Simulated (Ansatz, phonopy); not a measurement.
# KF (Carobbiite, Fm-3m): a volume series of phonon spectra, part 4 of 4

Aim: how the vibrations of KF (Carobbiite) shift with volume, and the expansion that follows.

Experimental results on record:
- volume expansion coefficient 104.4 1e-6/K and heat capacity C_P per formula unit 49 J/mol/K near room temperature (given in “High-Throughput Prediction of Finite-Temperature Properties using the Quasi-Harmonic Approximation”, 2016, arXiv:1603.06924)
- volume expansion coefficient 95.1 1e-6/K near room temperature (given in “Descriptors for thermal expansion in solids”, 2017, arXiv:1701.03966)

Ansatz 0.2.0; DFT PBE, scalar-relativistic, plane waves, PAW.

So far. Step 13 (Phonons, V/V0 0.97): No mode is imaginary beyond numerical noise at the solved wavevectors. The highest zone-centre mode (no LO–TO term) moved by +8.3 % for a volume change of -3.0 %. Step 14 (A cell at another volume, V/V0 1.05): The run ends at a pressure of -1.26 GPa.

### Step 15. Lattice dynamics at this volume, V/V0 1.05

Phonons at this volume give one point of F(V, T); meshes stay fixed along the series.

input.yaml

```yaml
crystal:
  lattice:
    - [0.0, 2.7548181517, 2.7548181517]
    - [2.7548181517, 0.0, 2.7548181517]
    - [2.7548181517, 2.7548181517, 0.0]
  atoms:
    - { symbol: K, position: [0.0, 0.0, 0.0] }
    - { symbol: F, position: [0.5, 0.5, 0.5] }
kpoints:
  mp_grid: { grid: [8, 8, 8] }
hamiltonian:
  xc: pbe
scf:
  occupations: { method: fixed }
output:
  eigenvalues: true
phonons:
  method: dfpt
  dielectric: true
  rigid_motions: translations
  qmesh: [4, 4, 4]
  temperatures: { t_max: 1000, t_step: 50 }
  qpath:
    path:
      - [[0.0, 0.0, 0.0], [0.5, 0.0, 0.5], [0.625, 0.25, 0.625]]
      - [[0.375, 0.375, 0.75], [0.0, 0.0, 0.0], [0.5, 0.5, 0.5], [0.5, 0.25, 0.75], [0.5, 0.0, 0.5]]
    npoints: 10
```

Command:

```bash
> ansatz run input.yaml --threads 2 --pin off --max-ram 5120MiB --backend cpu --events-out ev --progress --plain --runs-dir out
```

Numbers of over 12 decimals in the logs are rounded to 6 here.

Output:

```text
[...]
Crystal: 2 atoms, lattice volume = 41.813 Å³
Basis set: ecut = 420 eV, 869 PW (Γ), exchange–correlation on 54×54×54 points (8 copies of the dense FFT grid, shifted against one another)
Bands: 12, of which v1, the nominal top of the filled ones, is band 8 counted from 1 (7 counted from 0)
Symmetry: 48 space group operations
k-points: 59 of 512 (irreducible under 8 space group operations, time reversal used)
[...]
optical modes at Γ + LO–TO along q̂ = [0.0000, 1.0000, 0.0000]:
      ω (cm⁻¹)  modes    IR ((D/Å)²/amu)
        143.09      2             4.5972
        285.13      1             2.2986
  optical modes at Γ + LO–TO along q̂ = [0.0000, 0.0000, 1.0000]:
      ω (cm⁻¹)  modes    IR ((D/Å)²/amu)
        143.09      2             4.5972
        285.13      1             2.2986
--- Phonons (arbitrary-q DFPT): 8 irreducible q on the 4×4×4 mesh ---
[...]
interpolated dispersion: 63 rows × 6 modes
[...]
[key lines of the parts left out:]
SCF converged after 9 iterations
Free energy (F): -2348.794767 eV
Fermi energy:    0.862570 eV
```

Elapsed: 1.7 min, on 2 threads of Arm Neoverse V2, shared host; peak memory 0.83 GiB.

No mode is imaginary beyond numerical noise at the solved wavevectors. The highest zone-centre mode (no LO–TO term) moved by -13.0 % for a volume change of +5.0 %.

### Step 16. How the modes move with volume

This step: DFT PBE, scalar-relativistic, plane waves, PAW (phonopy 4.10.0).

Numbers from this step:

```yaml
share_of_modes_with_a_negative_grueneisen_parameter: 0.037
```

Mean Grüneisen, by row:

| T (K) | heat-capacity-weighted mean | root mean square |
| --- | --- | --- |
| 50 | 1.439 | 1.703 |
| 100 | 1.59 | 1.807 |
| 200 | 1.62 | 1.822 |
| 300 | 1.623 | 1.823 |
| 500 | 1.625 | 1.823 |
| 800 | 1.626 | 1.823 |

Table of mean mode Grueneisen parameter by wavenumber:

| wavenumber (cm⁻¹) | mean mode Grueneisen parameter |
| --- | --- |
| 5 | - |
| 15 | - |
| 25 | 0.605 |
| 35 | 1.21 |
| 45 | 0.413 |
| 55 | 0.835 |
| 65 | 1.25 |
| 75 | 0.752 |
| 85 | 0.948 |
| 95 | 0.978 |
| 105 | 1.52 |
| 115 | 1.27 |
| 125 | 1.12 |
| 135 | 1.14 |
| 145 | 1.34 |
| 155 | 1.73 |
| 165 | 2.39 |
| 175 | 2.46 |
| 185 | 2.06 |
| 195 | 1.53 |
| 205 | 1.31 |
| 215 | 1.18 |
| 225 | 1.11 |
| 235 | 1.08 |
| 245 | 1.07 |
| 255 | 1.05 |
| 265 | 1.06 |
| 275 | 1.06 |
| 285 | 1.08 |
| 295 | 1.09 |

Volume series, by row:

| V/V0 | V (Å³/atom) | pressure (GPa) | E - E0 (meV/atom) | gap (eV) | zero-point energy (meV/atom) | lowest on the path (cm⁻¹) | highest at Gamma without the LO-TO term (cm⁻¹) |
| --- | --- | --- | --- | --- | --- | --- | --- |
| 0.97 | 19.31 | 0.95 | 1.71 | 6.117 | 29.63 | 0 | 178.2 |
| 0.985 | 19.61 | 0.454 | 0.465 | 6.038 | 28.9 | 0 | 171.3 |
| 1 | 19.91 | 0.002 | 0 | 5.961 | 28.18 | 0 | 164.6 |
| 1.015 | 20.21 | -0.415 | 0.388 | 5.887 | 27.48 | 0 | 158 |
| 1.03 | 20.51 | -0.796 | 1.501 | 5.816 | 26.8 | 0 | 151.5 |
| 1.05 | 20.91 | -1.256 | 4.1 | 5.725 | 25.91 | 0 | 143.1 |

The optical frequency at Gamma without the LO-TO term, mode 4 by V/V0:

| V/V0 | optical frequency at Gamma without the LO-TO term, mode 4 (cm⁻¹) |
| --- | --- |
| 0.9700 | 178 |
| 0.9850 | 171 |
| 1.0000 | 165 |
| 1.0150 | 158 |
| 1.0300 | 152 |
| 1.0500 | 143 |

Grüneisen at points, by row:

| point | branch | frequency (cm⁻¹) | mode Grüneisen parameter |
| --- | --- | --- | --- |
| Γ | 4 | 164.5 | 2.7 |
| Γ | 6 | 300.7 | 1.11 |
| X | 1 | 90.8 | -0.47 |
| X | 3 | 162.6 | 1.27 |
| X | 4 | 172.2 | 2.73 |
| X | 6 | 192.6 | 1.41 |
| U | 1 | 100.8 | 0.81 |
| U | 2 | 138.2 | 0.94 |
| U | 3 | 149.1 | 0.61 |
| U | 4 | 164.8 | 2.61 |
| U | 5 | 185.1 | 2.05 |
| U | 6 | 192.5 | 1.89 |
| K | 1 | 100.8 | 0.81 |
| K | 2 | 138.2 | 0.94 |
| K | 3 | 149.1 | 0.61 |
| K | 4 | 164.8 | 2.61 |
| K | 5 | 185.1 | 2.05 |
| K | 6 | 192.5 | 1.89 |
| L | 1 | 103.3 | 2.38 |
| L | 3 | 154.4 | 2.32 |
| L | 5 | 186.8 | 1.14 |
| L | 6 | 245.9 | 1.13 |
| W | 1 | 126.9 | 1.8 |
| W | 2 | 135.1 | 0.2 |
| W | 4 | 180 | 1.79 |
| W | 5 | 180.6 | 2.4 |

### Step 17. Quasi-harmonic fit by phonopy

Table of energy (each curve on its own zero) by volume; values in meV/atom:

| volume (Å³/atom) | static | F at 0 K | F at 300 K | F at 900 K |
| --- | --- | --- | --- | --- |
| 19.314 | 1.71 | 3.52 | 6.77 | 16.2 |
| 19.612 | 0.47 | 1.55 | 3.58 | 9.44 |
| 19.911 | 0 | 0.36 | 1.14 | 3.3 |
| 20.209 | 0.39 | 0.05 | -0.46 | -2.04 |
| 20.508 | 1.5 | 0.48 | -1.36 | -6.74 |
| 20.906 | 4.1 | 2.19 | -1.5 | -12.1 |

Phonopy-qha, vinet fit of F(V) at each temperature; no electronic free energy. Qha vinet, by row:

| T (K) | fitted volume (Å³/atom) | alpha_V (1e-6/K) | B_T (GPa) | C_P (J/mol-atom/K) | Grueneisen |
| --- | --- | --- | --- | --- | --- |
| 75 | 20.22 | 64.03 | 27.64 | 13.52 | 1.584 |
| 100 | 20.26 | 85.08 | 27.33 | 17.49 | 1.64 |
| 125 | 20.31 | 98.99 | 27.02 | 19.99 | 1.671 |
| 150 | 20.36 | 108.5 | 26.69 | 21.64 | 1.69 |
| 175 | 20.42 | 115.6 | 26.37 | 22.78 | 1.705 |
| 200 | 20.48 | 121.1 | 26.04 | 23.62 | 1.718 |
| 225 | 20.55 | 125.8 | 25.7 | 24.28 | 1.731 |
| 250 | 20.61 | 129.9 | 25.37 | 24.82 | 1.743 |
| 275 | 20.68 | 133.7 | 25.02 | 25.28 | 1.756 |

The volume expansion coefficient, phonopy-qha, Vinet by temperature:

| temperature (K) | volume expansion coefficient, phonopy-qha, Vinet (1e-6/K) |
| --- | --- |
| 75.0 | 64.0 |
| 100.0 | 85.1 |
| 125.0 | 99.0 |
| 150.0 | 109 |
| 175.0 | 116 |
| 200.0 | 121 |
| 225.0 | 126 |
| 250.0 | 130 |
| 275.0 | 134 |

### Step 18. Results

- mean mode Grüneisen parameter at 300 K: 1.62

In words: The table stops at 275 K because beyond it the fitted volume comes within 1 % of the largest computed cell, where the fit loses its support. The heat-capacity-weighted Grüneisen parameter goes from 1.44 at 50 K to 1.63 at 800 K; 4 % of the modes stiffen on expansion. Weighting γ by the density of states and each mode's heat capacity at 300 K, modes below 100 cm⁻¹ give about 10 % of the sum of γC that drives the expansion, those up to 200 cm⁻¹ 81 % and the rest 9 %. Among the labelled points γ is largest for branch 4 at X (172 cm⁻¹, 2.7) and most negative for branch 1 at X (90.8 cm⁻¹, -0.47).

[Logs are printed without paths, hosts, clocks, repeated set-up lines and the standing remarks that a program may print on its own settings, such as how far it seeks lower states.]

[Hosts, paths, dates, database ids (printed as entryN), source tags and the programs' standing remarks are cut or masked in the printed files.]

[A step with changed settings may run another functional than the one named; its input shows which.]

[Of the runs on displaced cells, only some may be shown.]
